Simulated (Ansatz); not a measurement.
An input for Ansatz 0.2.0 (Ga2S3 (Imm2)):

```yaml
crystal:
  lattice:
    - [-1.83633776, 5.57061928, 2.67305246]
    - [1.83633776, -5.57061928, 2.67305246]
    - [1.83633776, 5.57061928, -2.67305246]
  atoms:
    - { symbol: Ga, position: [0.16642079, 0.00736566, 0.15905513] }
    - { symbol: Ga, position: [0.84831053, 0.00736566, 0.84094487] }
    - { symbol: S, position: [0.90747666, 0.24172383, 0.66575283] }
    - { symbol: S, position: [0.575971, 0.24172383, 0.33424717] }
    - { symbol: S, position: [0.25182003, 0.25182003, 0.0] }
kpoints:
  mp_grid: { grid: [4, 4, 4] }
hamiltonian:
  xc: lda
scf:
  occupations: { method: fixed }
gw:
  n_empty_bands: 115
  ecut_chi: 60.0
  qp_bands: [v1, c1]
  qp_kpoints: band_edges
  screening: { model: contour_deformation }
```

```sh
ansatz run input.yaml --threads 16 --pin off --max-ram 36864MiB --backend cpu --events-out ev --progress --plain --runs-dir out
```

Question: How long will it take on 16 threads of Arm Neoverse V1, shared host, and how much memory?

It took 17 s; on shared hardware allow 8.6 s to 34 s. Peak host memory was 1.8 GiB. The sizes that set the cost: 2133 plane waves a state, 18 irreducible k points, 137 bands summed, 103 plane waves in the screening and 7 SCF cycles.

The screening grows as filled bands × empty bands × pairs of k points, times the square of the screening basis for the matrix.

[Paths, hosts, dates, memory and timing lines, banners, echoed tables and standing remarks are left out of the program output.]

[Logs are printed without paths, hosts, clocks, repeated set-up lines and the standing remarks that a program may print on its own settings, such as how far it seeks lower states.]

[Runs of the session that timed out or met a known fault of the program may be left out.]

[Cells called generated may have been cut or substituted from an entry of the Crystallography Open Database or the Materials Project.]

[Hosts, paths, dates, database ids (printed as entryN), source tags and the programs' standing remarks are cut or masked in the printed files.]
